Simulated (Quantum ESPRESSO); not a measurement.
# Hf2CO2 MXene, 1 layer: a series in biaxial strain, part 3 of 8

Aim: how the results for Hf2CO2 MXene, 1 layer change with biaxial strain.

Quantum ESPRESSO 7.5; plane-wave DFT, PBE, GBRV ultrasoft pseudopotentials.

So far. Step 2 (Relaxing cell and ions of the reference):  The last row is no step: it is a fresh SCF in the final cell with a new plane-wave basis, -0 meV from the row before. Step 3 (Relaxing the ions, -4 %): The relaxation lowers the energy by 18 meV an atom.

### 4. SCF with pw.x, -4 %

The self-consistent run of this member.

m0.scf.in reads:

```
&control
  prefix = 'm0.scf'
  outdir = './out'
  pseudo_dir = './pseudo'
  calculation = 'scf'
  tprnfor = .true.
/
&system
  ibrav = 0
  nat = 5
  ntyp = 3
  ecutwfc = 40
  ecutrho = 200
  occupations = 'smearing'
  smearing = 'fd'
  degauss = 0.002
  nbnd = 24
/
&electrons
  conv_thr = 1e-09
  mixing_beta = 0.4
  electron_maxstep = 120
  mixing_mode = 'plain'
/
ATOMIC_SPECIES
  O   15.9990  o_pbe_v1.2.uspp.F.UPF
  Hf  178.4900  hf_pbe_v1.uspp.F.UPF
  C   12.0110  c_pbe_v1.2.uspp.F.UPF
CELL_PARAMETERS angstrom
  3.14110491648000 0.00000000000000 0.00000000000000
  -1.57055245824000 2.72027665344000 0.00000000000000
  0.00000000000000 0.00000000000000 19.95294679600000
ATOMIC_POSITIONS crystal
  O   0.333333333300 0.666666666700 0.379923666000
  Hf  0.666666666700 0.333333333300 0.429960992600
  C   0.000000000000 0.000000000000 0.500000000000
  Hf  0.333333333300 0.666666666700 0.570039007400
  O   0.666666666700 0.333333333300 0.620076334000
K_POINTS automatic
  12 12 1 0 0 0
```

On the command line:

```sh
$ OMP_NUM_THREADS=1 mpirun -n 4 pw.x -nk 4 -in m0.scf.in > m0.scf.out
```

What it wrote:

```text
[banner, memory and clock lines left out]
Program PWSCF v.7.5 starts
[citation notice left out]

[...]
Message from routine setup:
[...]
bravais-lattice index     =            0
     lattice parameter (alat)  =       5.9358  a.u.
     unit-cell volume          =    1150.5332 (a.u.)^3
     number of atoms/cell      =            5
     number of atomic types    =            3
     number of electrons       =        40.00
     number of Kohn-Sham states=           24
     kinetic-energy cutoff     =      40.0000  Ry
     charge density cutoff     =     200.0000  Ry
     scf convergence threshold =      1.0E-09
     mixing beta               =       0.4000
     number of iterations used =            8  plain     mixing
     Exchange-correlation= SLA  PW   PBE  PBE
                           (   1   4   3   4   0   0   0)

[...]
PseudoPot. # 1 for O  read from file:
     ./pseudo/o_pbe_v1.2.uspp.F.UPF
     Pseudo is Ultrasoft + core correction, Zval =  6.0
     Generated by new atomic code, or converted to UPF format
     Using radial grid of  737 points,  5 beta functions with:
                l(1) =   0
                l(2) =   0
                l(3) =   1
                l(4) =   1
                l(5) =   2
     Q(r) pseudized with  8 coefficients,  rinner =    0.900   0.900   0.900
                                                       0.900   0.900

     PseudoPot. # 2 for Hf read from file:
     ./pseudo/hf_pbe_v1.uspp.F.UPF
     Pseudo is Ultrasoft + core correction, Zval = 12.0
     Generated by new atomic code, or converted to UPF format
     Using radial grid of  921 points,  8 beta functions with:
                l(1) =   0
                l(2) =   0
                l(3) =   0
                l(4) =   1
                l(5) =   1
                l(6) =   2
                l(7) =   2
                l(8) =   3
     Q(r) pseudized with  6 coefficients,  rinner =    1.200   1.200   1.200
                                                       1.200   1.200   1.200
                                                       1.200

     PseudoPot. # 3 for C  read from file:
     ./pseudo/c_pbe_v1.2.uspp.F.UPF
     Pseudo is Ultrasoft + core correction, Zval =  4.0
     Generated by new atomic code, or converted to UPF format
     Using radial grid of  721 points,  4 beta functions with:
                l(1) =   0
                l(2) =   0
                l(3) =   1
                l(4) =   1
     Q(r) pseudized with  8 coefficients,  rinner =    1.100   1.100   1.100

     atomic species   valence    mass     pseudopotential
     O                 6.00    15.99900     O ( 1.00)
     Hf               12.00   178.49000     Hf( 1.00)
     C                 4.00    12.01100     C ( 1.00)

     12 Sym. Ops., with inversion, found

[...]
number of k points=    19  Fermi-Dirac smearing, width (Ry)=  0.0020
[...]
Dense  grid:    55051 G-vectors     FFT dimensions: (  27,  27, 180)

     Smooth grid:    39145 G-vectors     FFT dimensions: (  24,  24, 160)

     Check: negative core charge=   -0.000019

     Initial potential from superposition of free atoms

     starting charge      36.0000, renormalised to      40.0000

     negative rho (up, down):  2.389E-01 0.000E+00
     Starting wfcs are   38 randomized atomic wfcs

     per-process dynamical memory:    60.8 Mb

     Self-consistent Calculation

     iteration #  1     ecut=    40.00 Ry     beta= 0.40
     Davidson diagonalization with overlap
     ethr =  1.00E-02,  avg # of iterations =  2.7

     negative rho (up, down):  2.273E-01 0.000E+00

     total energy              =    -393.38116875 Ry
     estimated scf accuracy    <       5.21625556 Ry

     iteration #  2     ecut=    40.00 Ry     beta= 0.40
[...]
negative rho (up, down):  2.254E-01 0.000E+00

[...]
total energy              =    -394.14438237 Ry
     estimated scf accuracy    <       2.19039198 Ry

     iteration #  3     ecut=    40.00 Ry     beta= 0.40
[...]
negative rho (up, down):  2.250E-01 0.000E+00

[...]
total energy              =    -394.52171304 Ry
     estimated scf accuracy    <       0.23822021 Ry

     iteration #  4     ecut=    40.00 Ry     beta= 0.40
[...]
negative rho (up, down):  2.264E-01 0.000E+00

[...]
total energy              =    -394.54356596 Ry
     estimated scf accuracy    <       0.01994566 Ry

     iteration #  5     ecut=    40.00 Ry     beta= 0.40
[...]
negative rho (up, down):  2.276E-01 0.000E+00

[...]
total energy              =    -394.54847721 Ry
     estimated scf accuracy    <       0.00373335 Ry

     iteration #  6     ecut=    40.00 Ry     beta= 0.40
[...]
c_bands:  1 eigenvalues not converged
[...]
negative rho (up, down):  2.287E-01 0.000E+00

[...]
total energy              =    -394.54922010 Ry
     estimated scf accuracy    <       0.00033348 Ry

[...]
iteration # 10     ecut=    40.00 Ry     beta= 0.40
[...]
negative rho (up, down):  2.286E-01 0.000E+00

[...]
total energy              =    -394.54921603 Ry
     estimated scf accuracy    <       0.00000063 Ry

     iteration # 11     ecut=    40.00 Ry     beta= 0.40
[...]
negative rho (up, down):  2.286E-01 0.000E+00

[...]
total energy              =    -394.54921615 Ry
     estimated scf accuracy    <       0.00000001 Ry

     iteration # 12     ecut=    40.00 Ry     beta= 0.40
[...]
negative rho (up, down):  2.286E-01 0.000E+00

[...]
total energy              =    -394.54921616 Ry
     estimated scf accuracy    <          3.7E-09 Ry

     iteration # 13     ecut=    40.00 Ry     beta= 0.40
[...]
negative rho (up, down):  2.286E-01 0.000E+00

[...]
End of self-consistent calculation

          k = 0.0000 0.0000 0.0000 (  4845 PWs)   bands (ev):

   -60.3556 -60.3385 -29.4225 -29.1062 -28.8061 -28.8061 -28.7831 -28.7831
   -17.6334 -17.5147  -9.4725  -4.9447  -3.8542  -3.8542  -3.5486  -3.5357
    -3.5357  -0.5624   1.1734   1.1734   3.6228   3.6540   3.6540   5.2161

          k = 0.0000 0.0962 0.0000 (  4849 PWs)   bands (ev):

   -60.3517 -60.3352 -29.4039 -29.1098 -28.8639 -28.8507 -28.8215 -28.7938
   -17.5743 -17.4719  -9.4642  -4.8601  -3.9449  -3.7878  -3.6911  -3.4910
    -3.3330  -0.3841   0.5482   0.9272   3.3895   3.9504   3.9525   5.2620

[...]
the Fermi energy is     1.4912 ev

!    total energy              =    -394.54921616 Ry
     estimated scf accuracy    <          3.5E-10 Ry
     smearing contrib. (-TS)   =      -0.00000001 Ry
     internal energy E=F+TS    =    -394.54921615 Ry

     The total energy is F=E-TS. E is the sum of the following terms:
     one-electron contribution =   -2035.74456658 Ry
     hartree contribution      =    1021.74834253 Ry
     xc contribution           =    -170.14441885 Ry
     ewald contribution        =     789.59142676 Ry

     convergence has been achieved in  13 iterations

     negative rho (up, down):  2.286E-01 0.000E+00

     Forces acting on atoms (cartesian axes, Ry/au):

     atom    1 type  1   force =    -0.00000000    0.00000000   -0.00011580
     atom    2 type  2   force =    -0.00000000   -0.00000000    0.00016847
     atom    3 type  3   force =     0.00000000    0.00000000    0.00000000
     atom    4 type  2   force =     0.00000000   -0.00000000   -0.00016847
     atom    5 type  1   force =     0.00000000    0.00000000    0.00011580

     Total force =     0.000289     Total SCF correction =     0.000083
     SCF correction compared to forces is large: reduce conv_thr to get better values

[...]
```

Run time: 21 s. Hardware: 4 MPI ranks of Arm Neoverse V1, shared host; peak memory 0.7 GiB.

Read from the output:

| Property | Result |
| --- | --- |
| free energy | -5368.1156 eV |
| Fermi energy | 1.491 eV |
| valence top, on the run's zero | 1.173 eV |
| conduction bottom, on the run's zero | 1.823 eV |
| gap by band count | 0.6499 eV |

### 5. Electrostatic potential, -4 %

plot_num = 11 writes the bare and Hartree potential, from which vacuum levels or, in a crystal, the mean potential are read.

m0.pot.in reads:

```
&inputpp
  prefix = 'm0.scf'
  outdir = './out'
  filplot = 'm0.pot.dat'
  plot_num = 11
/
```

On the command line:

```sh
$ OMP_NUM_THREADS=1 mpirun -n 4 pp.x -in m0.pot.in > m0.pot.out
```

What it wrote:

```text
[banner, memory and clock lines left out]
Program POST-PROC v.7.5 starts

          URL

     ./out/m0.scf.save/

     IMPORTANT: XC functional enforced from input :
     Exchange-correlation= PBE
                           (   1   4   3   4   0   0   0)
     Any further DFT definition will be discarded
     Please, verify this is what you really want

     Check: negative core charge=   -0.000019

     negative rho (up, down):  2.286E-01 0.000E+00

     Calling punch_plot, plot_num =  11
     Writing data to file  m0.pot.dat
     Message from routine chdens:
     namelist plot not found or invalid, exiting
```

It took 1.1 s on 4 MPI ranks; peak memory 0.13 GiB; 4 s of CPU time.

Numbers from this step:

| Item | Value |
| --- | --- |
| slope of the potential above | -8.74e-5 eV/Å |
| upper vacuum line continued to the top atoms, over the valence top | 5.603 eV |
| slope of the potential below | 2.62e-5 eV/Å |
| lower vacuum line continued to the bottom atoms, over the valence top | 5.603 eV |
| vacuum level at the upper face over the valence top of the mesh | 5.603 eV |
| vacuum level at the lower face over the valence top of the mesh | 5.603 eV |

Electrostatic potential energy of an electron; zero at the highest filled level of the SCF mesh. Table of potential energy, planar mean by z:

```
z (Å)  potential energy, planar mean (eV)
    0                                5.60
    1                                5.60
    2                                5.60
    3                                5.60
    4                                5.60
    5                                5.60
    6                                5.51
    7                                2.19
    8                               -9.87
    9                               -7.58
   10                               -8.02
   11                               -7.68
   12                               -10.2
   13                                2.74
   14                                5.52
   15                                5.60
   16                                5.60
   17                                5.60
   18                                5.60
   19                                5.60
```

(Continued in part 4 of 8.)

[Logs are printed without paths, hosts, clocks, repeated set-up lines and the standing remarks that a program may print on its own settings, such as how far it seeks lower states.]

[Hosts, paths, dates, database ids (printed as entryN), source tags and the programs' standing remarks are cut or masked in the printed files.]

[Maps of the electrostatic potential energy from Ansatz leave out the sawtooth potential of an applied field or a dipole correction, so their vacuum need not be flat; planar profiles and work functions include it.]
